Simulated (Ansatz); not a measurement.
# Deformation potentials of KCdCO3F (P-6m2) by GW, part 3 of 4

Does the cheap functional get the change of gap under strain right for KCdCO3F (P-6m2)?

Ansatz 0.2.0; a semilocal functional, HSE06 and G0W0, plane waves, PAW. Known limits of the many-body steps: not at the basis limit; d shell near the gap, gap tends to lie low; no spin-orbit coupling.

So far. Step 12 (Hydrostatic -0.5 %: PBE): The gap is indirect, with the least direct gap 0.005 eV higher. Step 13 (Hydrostatic -0.5 %: G0W0): The gap on the mesh goes from 1.91 eV to 3.94 eV, a correction of +2.03 eV. Between the two edge states, bare exchange in place of the xc potential would open the gap by 10.35 eV, and correlation takes back 8.33 eV.

### Step 14. Hydrostatic -0.5 %: HSE06

This step: DFT, HSE06, plane waves, PAW; PAW set soft_1.

Contents of input.yaml:

```yaml
crystal:
  lattice:
    - [5.106738, 0.0, 0.0]
    - [-2.553369, 4.4225648385, 0.0]
    - [0.0, 0.0, 4.410238]
  atoms:
    - { symbol: K, position: [0.0, 0.0, 0.0] }
    - { symbol: Cd, position: [0.6666666667, 0.3333333333, 0.5] }
    - { symbol: C, position: [0.3333333333, 0.6666666667, 0.5] }
    - { symbol: O, position: [0.1872944871, 0.3745889743, 0.5] }
    - { symbol: O, position: [0.1872944871, 0.8127055129, 0.5] }
    - { symbol: O, position: [0.6254110257, 0.8127055129, 0.5] }
    - { symbol: F, position: [0.6666666667, 0.3333333333, 0.0] }
kpoints:
  mp_grid: { grid: [6, 6, 6] }
  band_path:
    path:
      - [0.0, 0.0, 0.0]
      - [0.5, 0.0, 0.0]
      - [0.33333333, 0.33333333, 0.0]
      - [0.0, 0.0, 0.5]
      - [0.5, 0.0, 0.5]
      - [0.33333333, 0.33333333, 0.5]
    npoints: 1
hamiltonian:
  xc: hse06
  pseudopotentials: { kind: paw, azcp: { folder: soft_1 } }
scf:
  occupations: { method: fixed }
  n_extra_bands: 6
output:
  eigenvalues: true
  write_density: true
  write_potential: true
  elf: true
  volumetric_format: npy
```

Launch:

```console
$ ansatz run input.yaml --threads 2 --pin off --max-ram 92160MiB --backend cuda --events-out ev --progress --plain --runs-dir out --devices 1 --max-vram 13GiB
```

Numbers of over 12 decimals in the logs are rounded to 6 here.

What it wrote:

```text
[...]
GPUs: using 1 of 1 available (devices: 1).
[...]
GPU FFT provider: cuFFT
GPU libraries: cuBLAS 13.8.2, cuFFT 12.4.0, cuSOLVER 12.3.4
Crystal: 7 atoms, lattice volume = 99.605 Å³
Basis set: ecut = 420 eV, 1953 PW (Γ)
Bands: 35, of which v1, the nominal top of the filled ones, is band 29 counted from 1 (28 counted from 0)
Symmetry: 12 space group operations
[...]
k-points: 28 of 216 (time reversal used)
[...]
Fermi energy:    3.868758 eV
[...]
--- Band table (eV; the first three rows and the last of 28) ---
  k-point 0: bands = [... 25 lower, 2.0853, 2.4720, 2.4720, 3.8635, 7.5883, 11.7848, 11.9686, 14.7886, ... 2 higher]
  k-point 1: bands = [... 25 lower, 2.0600, 2.4913, 2.4913, 3.8648, 8.0123, 11.6251, 12.1851, 14.8647, ... 2 higher]
  k-point 2: bands = [... 25 lower, 1.9995, 2.5283, 2.5283, 3.8674, 9.0941, 11.2912, 12.3360, 15.0384, ... 2 higher]
  k-point 27: bands = [... 25 lower, 2.2926, 2.4996, 2.5132, 3.4009, 11.8468, 12.0087, 12.7553, 13.4828, ... 2 higher]
[key lines of the parts left out:]
Free energy (F): -12559.719662 eV
```

Run time: 60 s. Hardware: 1 × NVIDIA H100 80GB HBM3 (shared by 6 runs) with 2 threads of AMD EPYC 7R13 (Zen 3), shared host; peak memory 1.8 GiB; 70 s of CPU time.

Numbers from this step:

```yaml
gap: 3.720 eV
valence_top_at: A
conduction_bottom_at: Γ
least_direct_gap: 3.725 eV
```

The gap stands +1.81 eV against PBE.

### Step 15. Uniaxial along z -3.0 %: relaxing the ions

This step: DFT, PBE, plane waves, PAW; PAW set soft_1.

The cell differs from the one that the last finished run ended in (a 5.107 → 5.132 Å, b 5.107 → 5.132 Å, c 4.410 → 4.299 Å).

Contents of input.yaml:

```yaml
crystal:
  lattice:
    - [5.1324, 0.0, 0.0]
    - [-2.5662, 4.4447887824, 0.0]
    - [0.0, 0.0, 4.299428]
  atoms:
    - { symbol: K, position: [0.0, 0.0, 0.0] }
    - { symbol: Cd, position: [0.6666666667, 0.3333333333, 0.5] }
    - { symbol: C, position: [0.3333333333, 0.6666666667, 0.5] }
    - { symbol: O, position: [0.1878970915, 0.3757941831, 0.5] }
    - { symbol: O, position: [0.1878970915, 0.8121029085, 0.5] }
    - { symbol: O, position: [0.6242058169, 0.8121029085, 0.5] }
    - { symbol: F, position: [0.6666666667, 0.3333333333, 0.0] }
kpoints:
  mp_grid: { grid: [6, 6, 6] }
hamiltonian:
  xc: pbe
  pseudopotentials: { kind: paw, azcp: { folder: soft_1 } }
scf:
  occupations: { method: fermi_dirac, width: 0.02 }
relax:
  f_tol: 0.01
output:
  write_density: true
  write_potential: true
  elf: true
  volumetric_format: npy
```

What it wrote:

```text
GPUs: using 1 of 1 available (devices: 1).
[...]
GPU FFT provider: cuFFT
GPU libraries: cuBLAS 13.8.2, cuFFT 12.4.0, cuSOLVER 12.3.4
Crystal: 7 atoms, lattice volume = 98.080 Å³
Basis set: ecut = 420 eV, 1929 PW (Γ), exchange–correlation on 72×72×60 points (8 copies of the dense FFT grid, shifted against one another)
Bands: 36, of which v1, the nominal top of the filled ones, is band 29 counted from 1 (28 counted from 0)
[...]
F+E_penalty+E_count = -12555.86075080 eV   max|allowed force component| = 3.179e-4 eV/Å
  atoms:
    - { symbol: K, position: [-1.5861168815913316e-17, 5.291132139632325e-18, 0.0] }
    - { symbol: Cd, position: [0.666667, 0.333333, 0.5] }
    - { symbol: C, position: [0.333333, 0.666667, 0.5] }
    - { symbol: O, position: [0.188032, 0.376065, 0.5] }
    - { symbol: O, position: [0.188032, 0.811968, 0.5] }
    - { symbol: O, position: [0.623935, 0.811968, 0.5] }
    - { symbol: F, position: [0.666667, 0.333333, 0.0] }
[key lines of the parts left out:]
SCF converged after 4 iterations
Free energy (F): -12555.860751 eV
Fermi energy:    6.311529 eV
```

Elapsed: 10 s, on 1 × NVIDIA H100 80GB HBM3 (shared by 6 runs) with 2 threads; peak memory 0.99 GiB; 9.4 s of CPU time.

Hardly anything moved in the relaxation; the energy changed by under 0.2 meV an atom.

### Step 16. Uniaxial along z -3.0 %: PBE

Contents of input.yaml:

```yaml
crystal:
  lattice:
    - [5.1324, 0.0, 0.0]
    - [-2.5662, 4.4447887824, 0.0]
    - [0.0, 0.0, 4.299428]
  atoms:
    - { symbol: K, position: [0.0, 0.0, 0.0] }
    - { symbol: Cd, position: [0.6666666667, 0.3333333333, 0.5] }
    - { symbol: C, position: [0.3333333333, 0.6666666667, 0.5] }
    - { symbol: O, position: [0.1880323346, 0.3760646692, 0.5] }
    - { symbol: O, position: [0.1880323346, 0.8119676654, 0.5] }
    - { symbol: O, position: [0.6239353308, 0.8119676654, 0.5] }
    - { symbol: F, position: [0.6666666667, 0.3333333333, 0.0] }
kpoints:
  mp_grid: { grid: [6, 6, 6] }
  band_path:
    path:
      - [0.0, 0.0, 0.0]
      - [0.5, 0.0, 0.0]
      - [0.33333333, 0.33333333, 0.0]
      - [0.0, 0.0, 0.5]
      - [0.5, 0.0, 0.5]
      - [0.33333333, 0.33333333, 0.5]
    npoints: 1
hamiltonian:
  xc: pbe
  pseudopotentials: { kind: paw, azcp: { folder: soft_1 } }
scf:
  occupations: { method: fermi_dirac, width: 0.02 }
  n_extra_bands: 6
output:
  eigenvalues: true
  forces: true
  stress: true
  write_density: true
  write_potential: true
  elf: true
  volumetric_format: npy
```

What it wrote:

```text
[...]
GPUs: using 1 of 1 available (devices: 1).
[...]
GPU FFT provider: cuFFT
GPU libraries: cuBLAS 13.8.2, cuFFT 12.4.0, cuSOLVER 12.3.4
Crystal: 7 atoms, lattice volume = 98.080 Å³
Basis set: ecut = 420 eV, 1929 PW (Γ), exchange–correlation on 72×72×60 points (8 copies of the dense FFT grid, shifted against one another)
[...]
k-point 0: bands = [... 25 lower, 3.5521, 3.8601, 3.8601, 5.2962, 7.2790, 11.2455, 11.7630, 14.2328, ... 2 higher]
  k-point 1: bands = [... 25 lower, 3.5257, 3.8781, 3.8781, 5.2980, 7.7313, 11.1054, 11.9929, 14.3071, ... 2 higher]
  k-point 2: bands = [... 25 lower, 3.4556, 3.9115, 3.9115, 5.3012, 8.8642, 10.8136, 12.1526, 14.4507, ... 2 higher]
  k-point 27: bands = [... 25 lower, 3.7075, 3.8965, 4.0991, 4.8586, 11.3883, 11.3925, 12.4480, 13.0721, ... 2 higher]
[key lines of the parts left out:]
SCF converged after 11 iterations
Free energy (F): -12555.860751 eV
Fermi energy:    6.311543 eV
P = ⅓ Tr σ = 2.9319 GPa (29.319 kbar)
```

Elapsed: 11 s, on 1 × NVIDIA H100 80GB HBM3 (shared by 6 runs) with 2 threads; peak memory 0.97 GiB; 9.5 s of CPU time.

This step gave:

- pressure: 2.932 GPa
- gap: 1.976 eV
- valence top at: A
- conduction bottom at: Γ
- least direct gap: 1.983 eV

The gap is indirect, with the least direct gap 0.007 eV higher.

### Step 17. Uniaxial along z -3.0 %: G0W0

This step: G0W0 on PBE, plane waves, PAW; PAW set soft_1.

input.yaml, the sections that differ from step 16:

```yaml
kpoints:
  mp_grid: { grid: [6, 6, 6] }
scf:
  occupations: { method: fixed }
gw:
  n_empty_bands: 380
  ecut_chi: 140
  qp_bands: [v2, c2]
  qp_kpoints: band_edges
  screening: { model: contour_deformation }
# crystal, hamiltonian: as in step 16
# output: removed
```

What it wrote:

```text
GPUs: using 1 of 1 available (devices: 1).
[...]
GPU FFT provider: cuFFT
GPU libraries: cuBLAS 13.8.2, cuFFT 12.4.0, cuSOLVER 12.3.4
Crystal: 7 atoms, lattice volume = 98.080 Å³
Basis set: ecut = 420 eV, 1929 PW (Γ)
Bands: 36, of which v1, the nominal top of the filled ones, is band 29 counted from 1 (28 counted from 0)
Symmetry: 12 space group operations
[...]
k-points: 28 of 216 (time reversal used)
[...]
1    31     11.1054   -11.1211    -4.2705   -17.1057  0.7928    12.8623    12.8194  root
[...]
27    28      4.0989   -31.7215     4.7590   -25.6740  0.7708     2.7809     2.8105  root
    27    29      4.8585   -26.8920     4.5107   -21.1174  0.7586     3.5636     3.5946  root
    27    30     11.3880   -13.1357    -4.2536   -18.8704  0.7878    12.9124    12.8691  root
    27    31     11.3926   -11.9320    -4.2423   -17.9705  0.7841    13.2425    13.1888  root
[key lines of the parts left out:]
SCF converged after 11 iterations
Free energy (F): -12555.861167 eV
Fermi energy:    5.302878 eV
```

Elapsed: 3.4 min, on 1 × NVIDIA H100 80GB HBM3 (shared by 6 runs) with 2 threads; peak memory 2.4 GiB.

This step gave:

```
bands summed                                 : 409
RPA ε∞ on this mesh (eigenvalues)            : 2.353, 2.880, 2.880
plane waves in the screening matrix          : 369
G0W0 gap on the mesh                         : 4.029 eV
k of the valence top                         : 0, 0, -0.5
k of the conduction bottom                   : 0, 0, 0
starting gap on the mesh                     : 1.976 eV
least direct G0W0 gap on the computed points : 4.037 eV
```

The gap on the mesh goes from 1.98 eV to 4.03 eV, a correction of +2.05 eV. Between the two edge states, bare exchange in place of the xc potential would open the gap by 10.39 eV, and correlation takes back 8.34 eV.

### Step 18. Uniaxial along z -3.0 %: HSE06

This step: DFT, HSE06, plane waves, PAW; PAW set soft_1.

input.yaml: that of step 17 with these lines changed.

```diff
@@ -15,4 +15,13 @@
   mp_grid: { grid: [6, 6, 6] }
+  band_path:
+    path:
+      - [0.0, 0.0, 0.0]
+      - [0.5, 0.0, 0.0]
+      - [0.33333333, 0.33333333, 0.0]
+      - [0.0, 0.0, 0.5]
+      - [0.5, 0.0, 0.5]
+      - [0.33333333, 0.33333333, 0.5]
+    npoints: 1
 hamiltonian:
-  xc: pbe
+  xc: hse06
   pseudopotentials: { kind: paw, azcp: { folder: soft_1 } }
@@ -20,7 +29,4 @@
   occupations: { method: fixed }
-gw:
-  n_empty_bands: 380
-  ecut_chi: 140
-  qp_bands: [v2, c2]
-  qp_kpoints: band_edges
-  screening: { model: contour_deformation }
+  n_extra_bands: 6
+output:
+  eigenvalues: true
```

What it wrote:

```text
[...]
GPUs: using 1 of 1 available (devices: 1).
[...]
GPU FFT provider: cuFFT
GPU libraries: cuBLAS 13.8.2, cuFFT 12.4.0, cuSOLVER 12.3.4
Crystal: 7 atoms, lattice volume = 98.080 Å³
Basis set: ecut = 420 eV, 1929 PW (Γ)
Bands: 35, of which v1, the nominal top of the filled ones, is band 29 counted from 1 (28 counted from 0)
Symmetry: 12 space group operations
[...]
k-points: 28 of 216 (time reversal used)
[...]
Fermi energy:    4.043445 eV
[...]
--- Band table (eV; the first three rows and the last of 28) ---
  k-point 0: bands = [... 25 lower, 2.2504, 2.6470, 2.6470, 4.0364, 7.8362, 12.0270, 12.2397, 14.9441, ... 2 higher]
  k-point 1: bands = [... 25 lower, 2.2260, 2.6654, 2.6654, 4.0383, 8.2917, 11.8627, 12.4878, 15.0221, ... 2 higher]
  k-point 2: bands = [... 25 lower, 2.1657, 2.6999, 2.6999, 4.0417, 9.4525, 11.5289, 12.6854, 15.1896, ... 2 higher]
  k-point 27: bands = [... 25 lower, 2.4661, 2.6894, 2.7527, 3.5816, 12.1746, 12.2062, 13.0245, 13.7252, ... 2 higher]
[key lines of the parts left out:]
Free energy (F): -12559.691129 eV
```

The job ended after 91 s (1 × NVIDIA H100 80GB HBM3 (shared by 6 runs) with 2 threads; peak memory 1.7 GiB).

This step gave:

```yaml
gap: 3.793 eV
valence_top_at: A
conduction_bottom_at: Γ
least_direct_gap: 3.800 eV
```

The gap stands +1.82 eV against PBE.

### Step 19. Biaxial in xy +1.0 %: relaxing the ions

This step: DFT, PBE, plane waves, PAW; PAW set soft_1.

The cell differs from the one that the last finished run ended in (a 5.132 → 5.184 Å, b 5.132 → 5.184 Å, c 4.299 → 4.432 Å).

Contents of input.yaml:

```yaml
crystal:
  lattice:
    - [5.183724, 0.0, 0.0]
    - [-2.591862, 4.4892366702, 0.0]
    - [0.0, 0.0, 4.4324]
  atoms:
    - { symbol: K, position: [0.0, 0.0, 0.0] }
    - { symbol: Cd, position: [0.6666666667, 0.3333333333, 0.5] }
    - { symbol: C, position: [0.3333333333, 0.6666666667, 0.5] }
    - { symbol: O, position: [0.1878970915, 0.3757941831, 0.5] }
    - { symbol: O, position: [0.1878970915, 0.8121029085, 0.5] }
    - { symbol: O, position: [0.6242058169, 0.8121029085, 0.5] }
    - { symbol: F, position: [0.6666666667, 0.3333333333, 0.0] }
kpoints:
  mp_grid: { grid: [6, 6, 6] }
hamiltonian:
  xc: pbe
  pseudopotentials: { kind: paw, azcp: { folder: soft_1 } }
scf:
  occupations: { method: fermi_dirac, width: 0.02 }
relax:
  f_tol: 0.01
```

What it wrote:

```text
GPUs: using 1 of 1 available (devices: 1).
[...]
GPU FFT provider: cuFFT
GPU libraries: cuBLAS 13.8.2, cuFFT 12.4.0, cuSOLVER 12.3.4
Crystal: 7 atoms, lattice volume = 103.146 Å³
Basis set: ecut = 420 eV, 2025 PW (Γ), exchange–correlation on 72×72×60 points (8 copies of the dense FFT grid, shifted against one another)
Bands: 36, of which v1, the nominal top of the filled ones, is band 29 counted from 1 (28 counted from 0)
[...]
F+E_penalty+E_count = -12555.92018760 eV   max|allowed force component| = 3.349e-3 eV/Å
  atoms:
    - { symbol: K, position: [-1.594929005346997e-17, 5.252274668292164e-18, 0] }
    - { symbol: Cd, position: [0.666667, 0.333333, 0.5] }
    - { symbol: C, position: [0.333333, 0.666667, 0.5] }
    - { symbol: O, position: [0.189171, 0.378343, 0.5] }
    - { symbol: O, position: [0.189171, 0.810829, 0.5] }
    - { symbol: O, position: [0.621657, 0.810829, 0.5] }
    - { symbol: F, position: [0.666667, 0.333333, 0] }
[key lines of the parts left out:]
SCF converged after 4 iterations
Free energy (F): -12555.920188 eV
Fermi energy:    5.661852 eV
```

Run time: 14 s. Hardware: 1 × NVIDIA H100 80GB HBM3 (shared by 6 runs) with 2 threads; peak memory 0.98 GiB.

The steps of the relaxation:

| step | energy less that of the first step (eV) | largest force component (eV/Å) |
| --- | --- | --- |
| 1 | 0.0000 | 0.7297 |
| 2 | -0.0116 | 0.2072 |
| 3 | -0.0126 | 0.0038 |
| 4 | -0.0126 | 0.0033 |

Forces are held to the 12 operations that the run works with; a distortion that breaks them can't arise in this run.

The atoms that moved most (Å):

| atom | dx | dy | dz | length |
| --- | --- | --- | --- | --- |
| O4 | 0.000 | 0.011 | 0.000 | 0.011 |
| O5 | 0.010 | -0.006 | 0.000 | 0.011 |
| O6 | -0.010 | -0.006 | 0.000 | 0.011 |

### Step 20. Biaxial in xy +1.0 %: PBE

Contents of input.yaml:

```yaml
crystal:
  lattice:
    - [5.183724, 0.0, 0.0]
    - [-2.591862, 4.4892366702, 0.0]
    - [0.0, 0.0, 4.4324]
  atoms:
    - { symbol: K, position: [0.0, 0.0, 0.0] }
    - { symbol: Cd, position: [0.6666666667, 0.3333333333, 0.5] }
    - { symbol: C, position: [0.3333333333, 0.6666666667, 0.5] }
    - { symbol: O, position: [0.189171337, 0.378342674, 0.5] }
    - { symbol: O, position: [0.189171337, 0.810828663, 0.5] }
    - { symbol: O, position: [0.621657326, 0.810828663, 0.5] }
    - { symbol: F, position: [0.6666666667, 0.3333333333, 0.0] }
kpoints:
  mp_grid: { grid: [6, 6, 6] }
  band_path:
    path:
      - [0.0, 0.0, 0.0]
      - [0.5, 0.0, 0.0]
      - [0.33333333, 0.33333333, 0.0]
      - [0.0, 0.0, 0.5]
      - [0.5, 0.0, 0.5]
      - [0.33333333, 0.33333333, 0.5]
    npoints: 1
hamiltonian:
  xc: pbe
  pseudopotentials: { kind: paw, azcp: { folder: soft_1 } }
scf:
  occupations: { method: fermi_dirac, width: 0.02 }
  n_extra_bands: 6
output:
  eigenvalues: true
  forces: true
  stress: true
```

What it wrote:

```text
[...]
GPUs: using 1 of 1 available (devices: 1).
[...]
GPU FFT provider: cuFFT
GPU libraries: cuBLAS 13.8.2, cuFFT 12.4.0, cuSOLVER 12.3.4
Crystal: 7 atoms, lattice volume = 103.146 Å³
Basis set: ecut = 420 eV, 2025 PW (Γ), exchange–correlation on 72×72×60 points (8 copies of the dense FFT grid, shifted against one another)
[...]
k-point 0: bands = [... 25 lower, 3.0368, 3.3778, 3.3778, 4.7767, 6.5011, 10.6574, 11.0751, 13.5392, ... 2 higher]
  k-point 1: bands = [... 25 lower, 3.0104, 3.3910, 3.3910, 4.7777, 6.9187, 10.5200, 11.2714, 13.6081, ... 2 higher]
  k-point 2: bands = [... 25 lower, 2.9419, 3.4170, 3.4170, 4.7802, 7.9592, 10.2182, 11.3834, 13.7138, ... 2 higher]
  k-point 27: bands = [... 25 lower, 3.2310, 3.3955, 3.4220, 4.3505, 10.3652, 10.8601, 11.6902, 12.2879, ... 2 higher]
[key lines of the parts left out:]
SCF converged after 11 iterations
Free energy (F): -12555.920188 eV
Fermi energy:    5.661830 eV
P = ⅓ Tr σ = -0.3550 GPa (-3.550 kbar)
```

Elapsed: 9.6 s, on 1 × NVIDIA H100 80GB HBM3 (shared by 6 runs) with 2 threads; peak memory 0.94 GiB; 11 s of CPU time.

This step gave:

* pressure: -0.3550 GPa
* gap: 1.720 eV
* valence top at: A
* conduction bottom at: Γ
* least direct gap: 1.724 eV

The gap is indirect, with the least direct gap 0.005 eV higher.

### Step 21. Biaxial in xy +1.0 %: G0W0

This step: G0W0 on PBE, plane waves, PAW; PAW set soft_1.

input.yaml, the sections that differ from step 20:

```yaml
kpoints:
  mp_grid: { grid: [6, 6, 6] }
scf:
  occupations: { method: fixed }
gw:
  n_empty_bands: 380
  ecut_chi: 140
  qp_bands: [v2, c2]
  qp_kpoints: band_edges
  screening: { model: contour_deformation }
# crystal, hamiltonian: as in step 20
# output: removed
```

What it wrote:

```text
GPUs: using 1 of 1 available (devices: 1).
[...]
GPU FFT provider: cuFFT
GPU libraries: cuBLAS 13.8.2, cuFFT 12.4.0, cuSOLVER 12.3.4
Crystal: 7 atoms, lattice volume = 103.146 Å³
Basis set: ecut = 420 eV, 2025 PW (Γ)
Bands: 36, of which v1, the nominal top of the filled ones, is band 29 counted from 1 (28 counted from 0)
Symmetry: 12 space group operations
[...]
k-points: 28 of 216 (time reversal used)
[...]
1    31     10.5200   -10.8325    -4.2743   -16.7712  0.7885    12.2311    12.1843  root
[...]
27    28      3.4218   -31.0864     4.8062   -25.0444  0.7589     2.1490     2.1861  root
    27    29      4.3504   -26.7138     4.5272   -20.9739  0.7496     3.1050     3.1378  root
    27    30     10.3649   -13.0243    -4.1716   -18.6165  0.7800    11.8303    11.7855  root
    27    31     10.8601   -11.8713    -4.2699   -17.9122  0.7768    12.6913    12.6311  root
[key lines of the parts left out:]
SCF converged after 11 iterations
Free energy (F): -12555.920585 eV
Fermi energy:    4.781399 eV
```

Elapsed: 2.6 min, on 1 × NVIDIA H100 80GB HBM3 (shared by 6 runs) with 2 threads; peak memory 2.5 GiB.

This step gave:

```yaml
bands_summed: 409
rpa_eps_infinity_on_this_mesh_eigenvalues: 2.331, 2.881, 2.881
plane_waves_in_the_screening_matrix: 381
g0w0_gap_on_the_mesh: 3.711 eV
k_of_the_valence_top: 0, 0, -0.5
k_of_the_conduction_bottom: 0, 0, 0
starting_gap_on_the_mesh: 1.720 eV
least_direct_g0w0_gap_on_the_computed_points: 3.717 eV
```

The gap on the mesh goes from 1.72 eV to 3.71 eV, a correction of +1.99 eV. Between the two edge states, bare exchange in place of the xc potential would open the gap by 10.30 eV, and correlation takes back 8.31 eV.

[end of part 3 of 4]

[Paths, hosts, dates, memory and timing lines, banners, echoed tables and standing remarks are left out of the program output.]

[Logs are printed without paths, hosts, clocks, repeated set-up lines and the standing remarks that a program may print on its own settings, such as how far it seeks lower states.]

[Runs of the session that timed out or met a known fault of the program may be left out.]

[Cells called generated may have been cut or substituted from an entry of the Crystallography Open Database or the Materials Project.]

[Hosts, paths, dates, database ids (printed as entryN), source tags and the programs' standing remarks are cut or masked in the printed files.]
